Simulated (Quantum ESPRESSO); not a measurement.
# BP (F-43m): phonons by linear response, part 2 of 3

How does BP (F-43m) vibrate, and is this structure a minimum?

Quantum ESPRESSO 7.5; DFT LDA, scalar-relativistic, plane waves, PseudoDojo norm-conserving pseudopotentials.

So far. Step 2 (A probe with smearing): A gap of 1.3 eV opens on this mesh, so the crystal is taken as an insulator; the start stands at -5.5 GPa. Step 4 (Ground state): The cell stands at -0.046 GPa, close enough for phonons. The relaxed cell has a = 4.487 Å (conventional setting).

### 5. Phonons on a q mesh

Linear response treats each wavevector in the unit cell, with no supercell; the 4×4×4 mesh fixes the range of the force constants to be had.

Contents of ph.in:

```
phonons
&INPUTPH
  prefix = 'x'
  outdir = './tmp'
  fildyn = 'x.dyn'
  tr2_ph = 1.0d-18
  epsil  = .true.
  ldisp  = .true.
  nq1    = 4
  nq2    = 4
  nq3    = 4
/
```

Run with:

```sh
$ OMP_NUM_THREADS=1 mpirun -n 4 ph.x -nk 4 -in ph.in > ph.out
```

Numbers of over 12 decimals in the logs are rounded to 6 here.

The log of the run:

```text
[banners, grids, parts of the stress and lines that vanish by symmetry left out]
[banner, memory and clock lines left out]
Program PHONON v.7.5

[...]
Exchange-correlation= PW
                           (   1   4   0   0   0   0   0)
[...]
(   8 q-points):
[...]
kinetic-energy cut-off    =      76.0000  Ry
     charge density cut-off    =     304.0000  Ry
     convergence threshold     =      1.0E-18
[...]
Exchange-correlation= PW
                           (   1   4   0   0   0   0   0)
[...]
q = (   0.0000000   0.0000000   0.0000000 )
     25 Sym.Ops. (with q -> -q+G )
     G cutoff =  553.6582  (  13635 G-vectors)     FFT grid: ( 36, 36, 36)
     number of k points=    72
[...]
Mode symmetry, T_d (-43m)  point group:
[...]
Dielectric constant
[...]
End of electric fields calculation
          Dielectric constant in cartesian axis
          (       9.159408604       0.000000000      -0.000000000 )
          (      -0.000000000       9.159408604      -0.000000000 )
          (      -0.000000000      -0.000000000       9.159408604 )
          Effective charges (d Force / dE) in cartesian axis without acoustic sum rule applied (asr)
           atom    1  B     Mean Z*:       -0.64511
      Ex  (       -0.64511        0.00000       -0.00000 )
      Ey  (        0.00000       -0.64511        0.00000 )
      Ez  (        0.00000        0.00000       -0.64511 )
           atom    2  P     Mean Z*:        0.64147
      Ex  (        0.64147        0.00000        0.00000 )
      Ey  (       -0.00000        0.64147        0.00000 )
      Ez  (        0.00000        0.00000        0.64147 )
          Effective charges Sum: Mean:       -0.00364
[...]
Effective charges (d Force / dE) in cartesian axis with asr applied:
           atom    1  B     Mean Z*:       -0.64329
[...]
atom    2  P     Mean Z*:        0.64329
[...]
Representation #   1 modes #   1   2   3
[...]
End of self-consistent calculation
     Convergence has been achieved
     Representation #   2 modes #   4   5   6
[...]
End of self-consistent calculation
     Convergence has been achieved
[...]
Dielectric constant in cartesian axis
          (       9.159408604       0.000000000      -0.000000000 )
          (      -0.000000000       9.159408604      -0.000000000 )
          (      -0.000000000      -0.000000000       9.159408604 )
          Effective charges (d Force / dE) in cartesian axis without acoustic sum rule applied (asr)
           atom    1  B     Mean Z*:       -0.64511
      Ex  (       -0.64511        0.00000       -0.00000 )
      Ey  (        0.00000       -0.64511        0.00000 )
      Ez  (        0.00000        0.00000       -0.64511 )
           atom    2  P     Mean Z*:        0.64147
      Ex  (        0.64147        0.00000        0.00000 )
      Ey  (       -0.00000        0.64147        0.00000 )
      Ez  (        0.00000        0.00000        0.64147 )
          Effective charges Sum: Mean:       -0.00364
[...]
Effective charges (d Force / dE) in cartesian axis with asr applied:
           atom    1  B     Mean Z*:       -0.64329
[...]
atom    2  P     Mean Z*:        0.64329
[...]
Effective charges (d P / du) in cartesian axis
[...]
q = (    0.000000000   0.000000000   0.000000000 )
[...]
freq (    1) =      -0.017100 [THz] =      -0.570383 [cm-1]
     freq (    2) =      -0.017100 [THz] =      -0.570383 [cm-1]
     freq (    3) =      -0.017100 [THz] =      -0.570383 [cm-1]
     freq (    4) =      24.618968 [THz] =     821.200362 [cm-1]
     freq (    5) =      24.618968 [THz] =     821.200362 [cm-1]
     freq (    6) =      24.618968 [THz] =     821.200362 [cm-1]
[...]
Mode symmetry, T_d (-43m)  point group:
     freq (   1-   3) =         -0.6  [cm-1]   --> T_2  G_15 P_4   I+R
     freq (   4-   6) =        821.2  [cm-1]   --> T_2  G_15 P_4   I+R
[...]
Mode symmetry, C_3v (3m)   point group:
[...]
Representation #   1 mode #   1
[...]
End of self-consistent calculation
     Convergence has been achieved
     Representation #   2 mode #   2
[...]
End of self-consistent calculation
     Convergence has been achieved
     Representation #   3 modes #   3   4
[...]
Convergence has been achieved
     Representation #   4 modes #   5   6
[...]
Convergence has been achieved
[...]
q = (   -0.250000000   0.250000000  -0.250000000 )
[...]
freq (    1) =       5.366592 [THz] =     179.010231 [cm-1]
     freq (    2) =       5.366592 [THz] =     179.010231 [cm-1]
     freq (    3) =      10.559899 [THz] =     352.240299 [cm-1]
     freq (    4) =      23.832763 [THz] =     794.975394 [cm-1]
     freq (    5) =      23.832763 [THz] =     794.975394 [cm-1]
     freq (    6) =      24.300359 [THz] =     810.572734 [cm-1]
[...]
Mode symmetry, C_3v (3m)   point group:
     freq (   1-   2) =        179.0  [cm-1]   --> E    L_3
     freq (   3-   3) =        352.2  [cm-1]   --> A_1  L_1
     freq (   4-   5) =        795.0  [cm-1]   --> E    L_3
     freq (   6-   6) =        810.6  [cm-1]   --> A_1  L_1
[...]
Mode symmetry, C_3v (3m)   point group:
[...]
Representation #   1 mode #   1
[...]
Convergence has been achieved
     Representation #   2 mode #   2
[...]
Convergence has been achieved
     Representation #   3 modes #   3   4
[...]
Convergence has been achieved
     Representation #   4 modes #   5   6
[...]
Convergence has been achieved
[...]
q = (    0.500000000  -0.500000000   0.500000000 )
[...]
freq (    1) =       6.709143 [THz] =     223.792915 [cm-1]
     freq (    2) =       6.709143 [THz] =     223.792915 [cm-1]
[...]
Mode symmetry, C_3v (3m)   point group:
     freq (   1-   2) =        223.8  [cm-1]   --> E    L_3
     freq (   3-   3) =        518.0  [cm-1]   --> A_1  L_1
     freq (   4-   4) =        775.9  [cm-1]   --> A_1  L_1
     freq (   5-   6) =        782.7  [cm-1]   --> E    L_3
[...]
Mode symmetry, C_2v (mm2)  point group:
[...]
Convergence has been achieved
[...]
Convergence has been achieved
[...]
Convergence has been achieved
[...]
Convergence has been achieved
[...]
q = (    0.000000000   0.500000000   0.000000000 )
[...]
Mode symmetry, C_2v (mm2)  point group:
     freq (   1-   1) =        241.2  [cm-1]   --> B_1  D_3  S_3
     freq (   2-   2) =        241.2  [cm-1]   --> B_2  D_4  S_4
     freq (   3-   3) =        368.1  [cm-1]   --> A_1  D_1  S_1
     freq (   4-   4) =        765.9  [cm-1]   --> B_1  D_3  S_3
     freq (   5-   5) =        765.9  [cm-1]   --> B_2  D_4  S_4
     freq (   6-   6) =        823.6  [cm-1]   --> A_1  D_1  S_1
[...]
Mode symmetry, C_s (m)     point group:
[...]
q = (    0.750000000  -0.250000000   0.750000000 )
[...]
Mode symmetry, C_s (m)     point group:
     freq (   1-   1) =        284.8  [cm-1]   --> A''
     freq (   2-   2) =        367.8  [cm-1]   --> A'
     freq (   3-   3) =        465.3  [cm-1]   --> A'
     freq (   4-   4) =        718.4  [cm-1]   --> A'
     freq (   5-   5) =        747.0  [cm-1]   --> A''
     freq (   6-   6) =        805.6  [cm-1]   --> A'
[...]
Mode symmetry, C_s (m)     point group:
[...]
q = (    0.500000000   0.000000000   0.500000000 )
[...]
Mode symmetry, C_s (m)     point group:
     freq (   1-   1) =        263.0  [cm-1]   --> A''
     freq (   2-   2) =        358.1  [cm-1]   --> A'
     freq (   3-   3) =        418.8  [cm-1]   --> A'
     freq (   4-   4) =        730.2  [cm-1]   --> A'
     freq (   5-   5) =        758.6  [cm-1]   --> A''
     freq (   6-   6) =        807.6  [cm-1]   --> A'
[...]
Mode symmetry, D_2d (-42m) point group:
[...]
Representation #   3 modes #   3   4
[...]
Convergence has been achieved
     Representation #   4 modes #   5   6
[...]
Convergence has been achieved
[...]
q = (    0.000000000  -1.000000000   0.000000000 )
[...]
freq (    5) =      21.877265 [THz] =     729.747020 [cm-1]
     freq (    6) =      24.110600 [THz] =     804.243048 [cm-1]
[...]
Mode symmetry, D_2d (-42m) point group:
     freq (   1-   2) =        313.0  [cm-1]   --> E    X_5  W_3
     freq (   3-   3) =        536.8  [cm-1]   --> A_1  X_1  W_1
     freq (   4-   5) =        729.7  [cm-1]   --> E    X_5  W_3
     freq (   6-   6) =        804.2  [cm-1]   --> B_2  X_3  W_2
[...]
Mode symmetry, S_4 (-4)    point group:
[...]
Convergence has been achieved
[...]
Convergence has been achieved
[...]
Convergence has been achieved
[...]
Convergence has been achieved
     Representation #   5 mode #   5
[...]
End of self-consistent calculation
     Convergence has been achieved
     Representation #   6 mode #   6
[...]
End of self-consistent calculation
     Convergence has been achieved
[...]
q = (   -0.500000000  -1.000000000   0.000000000 )
[...]
freq (    1) =      11.109505 [THz] =     370.573194 [cm-1]
     freq (    2) =      12.520975 [THz] =     417.654753 [cm-1]
     freq (    3) =      13.320573 [THz] =     444.326473 [cm-1]
     freq (    4) =      20.499978 [THz] =     683.805650 [cm-1]
     freq (    5) =      21.877703 [THz] =     729.761627 [cm-1]
     freq (    6) =      24.047618 [THz] =     802.142187 [cm-1]
[...]
Mode symmetry, S_4 (-4)    point group:
     freq (   1-   1) =        370.6  [cm-1]   --> E*   W_2
     freq (   2-   2) =        417.7  [cm-1]   --> B    W_3
     freq (   3-   3) =        444.3  [cm-1]   --> A    W_1
     freq (   4-   4) =        683.8  [cm-1]   --> E    W_4
     freq (   5-   5) =        729.8  [cm-1]   --> B    W_3
     freq (   6-   6) =        802.1  [cm-1]   --> E*   W_2
```

Elapsed: 41 min, on 4 MPI ranks of Arm Neoverse V2, shared host; 2.7 h of CPU time.

Numbers from this step:

| Item | Value |
| --- | --- |
| miss of the charge sum rule | 0.003640 e |
| largest acoustic frequency at the zone centre before the sum rule | -0.57 cm⁻¹ |
| highest optical zone-centre mode (no LO-TO term) | 821.2 cm⁻¹ |
| lowest optical zone-centre mode | 821.2 cm⁻¹ |
| mean high-frequency dielectric constant | 9.159 |
| largest Born charge in size (third of the trace) | 0.6451 e |
| lowest mode on the q mesh (acoustic ones at the zone centre apart) | 179.0 cm⁻¹ |

Frequencies (cm⁻¹) at each irreducible wavevector; negative means imaginary. Frequencies by wavevector:

```csv
q (fractions),star,mode 1,mode 2,mode 3,mode 4,mode 5,mode 6
0 0 0,1,-0.57,-0.57,-0.57,821.2,821.2,821.2
0 0 0.25,8,179,179,352.2,795,795,810.6
0 0 -0.5,4,223.8,223.8,518,775.9,782.7,782.7
0 0.25 0.25,6,241.2,241.2,368.1,765.9,765.9,823.6
0 0.25 -0.5,24,284.8,367.8,465.3,718.4,747,805.6
0 0.25 -0.25,12,263,358.1,418.8,730.2,758.6,807.6
0 -0.5 -0.5,3,313,313,536.8,729.8,729.8,804.2
0.25 -0.5 -0.25,6,370.6,417.6,444.3,683.8,729.8,802.1
```

Born charge (rows field, columns displacement), before the sum rule (e), principal values of the symmetric part by kind of site:

```csv
atom,atoms with these values,low,middle,high,mean
B1,1,-0.6451,-0.6451,-0.6451,-0.6451
P2,1,0.6415,0.6415,0.6415,0.6415
```

In full for B1:

```
-0.6451  0.0000  0.0000
 0.0000 -0.6451  0.0000
 0.0000  0.0000 -0.6451
```

High-frequency dielectric tensor:

```
9.16 0.00 0.00
0.00 9.16 0.00
0.00 0.00 9.16
```

The acoustic modes at Γ come out as far as 0.6 cm⁻¹ from zero, where they should vanish, a small numerical error; the Born charges miss their sum rule by 0.0036 e, which is good.

### 6. Force constants in real space

The dynamical matrices of the mesh are Fourier-transformed to force constants in real space, after the long-range dipole part is taken out.

Contents of q2r.in:

```
&INPUT
  fildyn = 'x.dyn'
  zasr   = 'simple'
  flfrc  = 'x.fc'
/
```

Run with:

```sh
$ q2r.x < q2r.in > q2r.out
```

The log of the run:

```text
[banners, grids, parts of the stress and lines that vanish by symmetry left out]
[banner, memory and clock lines left out]
Program Q2R v.7.5

  reading grid info from file x.dyn0

  reading force constants from file x.dyn1
 macroscopic fields = T
   9.15941  -0.00000  -0.00000
   0.00000   9.15941  -0.00000
[...]
na=            1
[...]
na=            2
[...]
-0.00000   0.64147   0.00000
   0.00000   0.00000   0.64147
  alpha Ewald:    1.821244
  nqs=            1
 q=   0.00000000  0.00000000  0.00000000
  reading force constants from file x.dyn2
  alpha Ewald:    1.821244
  nqs=            8
 q=  -0.25000000  0.25000000 -0.25000000
[...]
reading force constants from file x.dyn7
  alpha Ewald:    1.821244
  nqs=            3
[...]
reading force constants from file x.dyn8
  alpha Ewald:    1.821244
  nqs=            6
[...]
q=   0.00000000 -0.50000000 -1.00000000
 q=   0.00000000  0.50000000 -1.00000000

      q-space grid ok, #points =   64

      fft-check success (sum of imaginary terms < 10^-12)
```

Run time: 0.54 s. Hardware: 1 thread.

### 7. Interpolated phonon bands

From the force constants any wavevector is cheap; points of the mesh come back as solved, but for the sum rule and, in polar crystals, the LO-TO term at Γ; the rest is interpolation.

Contents of matdyn.in:

```
&INPUT
  asr              = 'simple'
  flfrc            = 'x.fc'
  flfrq            = 'x.freq'
  flvec            = 'x.modes'
  q_in_band_form   = .true.
  q_in_cryst_coord = .true.
/
8
  0.0000000   0.0000000   0.0000000  12  ! GAMMA
  0.0000000   0.5000000   0.5000000  12  ! X
  0.0000000   0.6250000   0.3750000   1  ! U
 -0.3750000   0.3750000   0.0000000  12  ! K
  0.0000000   0.0000000   0.0000000  12  ! GAMMA
  0.0000000   0.5000000  -0.0000000  12  ! L
 -0.2500000   0.5000000   0.2500000  12  ! W
  0.0000000   0.5000000   0.5000000   1  ! X
```

Run with:

```sh
$ matdyn.x -in matdyn.in > matdyn.out
```

The log of the run:

```text
[banner, memory and clock lines left out]
Program MATDYN v.7.5

 mass for atomic type   1 not given; uses mass from file x.fc
 mass for atomic type   2 not given; uses mass from file x.fc
```

Wall time 0.54 s (1 thread).

Read from the output:

```yaml
lowest_frequency_on_the_path: 0 cm⁻¹
```

Matdyn.x, sum rule simple. The phonon branches at the labelled points (cm⁻¹):

```csv
point,branch 1,branch 2,branch 3,branch 4,branch 5,branch 6
Γ,0,0,0,821,821,829
halfway,241,241,368,766,766,824
X,313,313,537,730,730,804
halfway,313,346,521,717,730,805
U,310,405,480,692,734,809
jump to K,310,405,480,692,734,809
halfway,216,285,364,772,780,807
Γ,0,0,0,821,821,829
halfway,179,179,352,795,795,811
L,224,224,518,776,783,783
halfway,289,348,481,711,754,805
W,371,418,444,684,730,802
halfway,341,350,506,708,730,804
X,313,313,537,730,730,804
```

The phonon branches as a text plot (rows in cm⁻¹):

```
    812 |**************************************     *************
    777 |    ***               ***           *********
    743 |       ****************                   ** ***********
    708 |              ***  **                       ***    ****
    674 |                 **                            ****
    639 |
    605 |
    570 |
    535 |           ****                                       **
    501 |         **    **                      ******       **
    466 |        *        **                   *      ***  **
    432 |       *         *****               *          **
    397 |                *   * *             *         **  **
    363 |      *        *     * *           *         *  *****
    328 |     *     ******     * *                   * **     ***
    294 |        ***      ****  *          *          *
    259 |    *  *             *   *       *        ***
    225 |     **               *** *          *******
    190 |   **                   **      *  **
    155 |                         ***      *
    121 |  **                      *    * *
     86 |  *                        *** **
     52 | *                          **
     17 |*                             *
         Γ           X  U|K            Γ         L        W     X
```

All branches are real along the path.

### 8. Density of states

Sums over the zone need many more wavevectors than were solved, so the interpolation is sampled on a dense mesh.

Contents of matdyn.in:

```
&INPUT
  asr    = 'simple'
  flfrc  = 'x.fc'
  dos    = .true.
  fldos  = 'x.dos'
  nk1    = 17
  nk2    = 17
  nk3    = 17
  deltaE = 1.0
/
```

Run with:

```sh
$ matdyn.x -in matdyn.in > matdyn.out
```

The log of the run:

```text
[banner, memory and clock lines left out]
Program MATDYN v.7.5

 mass for atomic type   1 not given; uses mass from file x.fc
 mass for atomic type   2 not given; uses mass from file x.fc
```

It took 8.1 s on 1 thread.

This step gave:

* share of modes beyond 3i cm⁻¹ on the dense interpolated mesh: 0
* zero-point energy per atom: 102.9 meV
* heat capacity at 300 K: 14.46 J/(mol atoms K)
* vibrational entropy at 300 K: 9.844 J/(mol atoms K)

The phonon density of states has structure finer than the step of the table below, so its rows give means over 25 cm⁻¹, whole bins alone (the curve runs from 0 to 830 cm⁻¹). Peaks (cm⁻¹: height): total 315.0: 0.0165, 735.0: 0.0329, 805.0: 0.124; B 735.0: 0.0272, 805.0: 0.109; P 315.0: 0.0135, 465.0: 0.0135, 735.0: 0.00572, 805.0: 0.0145.

Tetrahedra. The phonon density of states by wavenumber; means over each step; values in 1/cm⁻¹/cell:

```csv
wavenumber (cm⁻¹),total,B,P
25,1.4e-5,2.0e-6,1.0e-5
50,9.2e-5,2.6e-5,7.0e-5
75,2.7e-4,7.1e-5,1.9e-4
100,5.6e-4,1.4e-4,4.2e-4
125,9.1e-4,2.3e-4,6.8e-4
150,0.00149,3.7e-4,0.00112
175,0.00230,5.5e-4,0.00174
200,0.00372,8.7e-4,0.00285
225,0.00747,0.00169,0.00577
250,0.00990,0.00215,0.00774
275,0.0111,0.00228,0.00884
300,0.0137,0.00260,0.0111
325,0.0129,0.00226,0.0106
350,0.00913,0.00145,0.00769
375,0.00750,0.00110,0.00640
400,0.00738,1.0e-3,0.00639
425,0.00459,5.7e-4,0.00402
450,0.0104,7.2e-4,0.00971
475,0.0108,5.4e-4,0.0102
500,0.00476,1.5e-4,0.00461
525,9.9e-4,1.7e-5,9.7e-4
550,3.0e-6,0,3.0e-6
575,0,0,0
600,0,0,0
625,0,0,0
650,0,0,0
675,7.9e-4,7.8e-4,1.1e-5
700,0.0106,0.0101,5.4e-4
725,0.0182,0.0156,0.00265
750,0.0248,0.0202,0.00464
775,0.0184,0.0145,0.00396
800,0.0401,0.0345,0.00563
```

Harmonic thermodynamic functions per atom, summed over the density of states scaled to three modes an atom; melting is ignored. Thermodynamic functions:

```csv
T (K),F_vib (meV/atom),S (J/mol-atom/K),C_V (J/mol-atom/K)
0,102.9,0,0
50,102.9,0.096,0.365
100,102.6,1.019,2.899
200,99.65,5.029,9.328
300,91.96,9.844,14.46
400,79.31,14.5,17.82
500,62.05,18.72,19.91
600,40.67,22.48,21.24
700,15.61,25.82,22.12
800,-12.73,28.82,22.73
900,-44.02,31.52,23.16
1000,-77.98,33.98,23.49
```

At 300 K the heat capacity has reached 58 % of the Dulong-Petit value.

### 9. Zone-centre analysis

A rigid shift of the crystal must cost nothing, but grids and finite bases break this; the acoustic sum rule is imposed before the matrix is diagonalised again. With Born charges the intensities follow, and the static dielectric tensor.

Contents of dynmat.in:

```
&INPUT
  fildyn = 'x.dyn1'
  asr    = 'simple'
  fileig = 'dynmat.eig'
  lperm  = .true.
/
```

Run with:

```sh
$ dynmat.x -in dynmat.in > dynmat.out
```

The log of the run:

```text
[banner, memory and clock lines left out]
Program DYNMAT v.7.5

     Reading Dynamical Matrix from file x.dyn1
     ...Force constants read
     ...epsilon and Z* read
     A direction for q was not specified:TO-LO splitting will be absent

     Polarizability (A^3 units)
     multiply by 0.268831 for Clausius-Mossotti correction
        14.665066   -0.000000   -0.000000
         0.000000   14.665066   -0.000000
        -0.000000   -0.000000   14.665066

     IR activities are in (D/A)^2/amu units

# mode   [cm-1]    [THz]      IR
    1      0.00    0.0000    0.0000
    2      0.00    0.0000    0.0000
    3      0.00    0.0000    0.0000
    4    821.20   24.6190    1.1914
    5    821.20   24.6190    1.1914
    6    821.20   24.6190    1.1914

Electronic dielectric permittivity tensor (relative, adimensional)
         9.159409   -0.000000   -0.000000
         0.000000    9.159409   -0.000000
        -0.000000   -0.000000    9.159409

 ... with zone-center polar mode contributions
         9.326244    0.000000    0.000000
         0.000000    9.326244    0.000000
         0.000000    0.000000    9.326244
```

The job ended after 0.55 s (1 thread).

This step gave:

```yaml
mean_static_dielectric_constant: 9.326
```

Unit eigenvectors of the mass-weighted matrix after the sum rule; no LO-TO term. The modes at Γ (shares of kinetic energy by element, %):

```csv
mode,frequency (cm⁻¹),symmetry,B %,P %
1,0.0,acoustic,26,74
2,0.0,acoustic,26,74
3,0.0,acoustic,26,74
4,821.2,T2,74,26
5,821.2,T2,74,26
6,821.2,T2,74,26
```

Displacements in mode 6 (821.2 cm⁻¹), the largest set to 1:
```
B1   1.00  0.00  0.00
P2  -0.35  0.00  0.00
```

Degenerate modes summed, no LO-TO term. Lines of the infrared spectrum (strongest = 100):

```csv
position (cm⁻¹),lines merged,label,"IR intensity, relative"
821,3,T2,100
```

Static dielectric tensor (ions relaxed, fixed cell):

```
9.33 0.00 0.00
0.00 9.33 0.00
0.00 0.00 9.33
```

The rule moves no optical mode by more than 0.1 cm⁻¹.

(Continued in part 3 of 3.)

[Host names and launcher messages were left out of these logs when they were recorded.]

[Logs are printed without paths, hosts, clocks, repeated set-up lines and the standing remarks that a program may print on its own settings, such as how far it seeks lower states.]

[Hosts, paths, dates, database ids (printed as entryN), source tags and the programs' standing remarks are cut or masked in the printed files.]
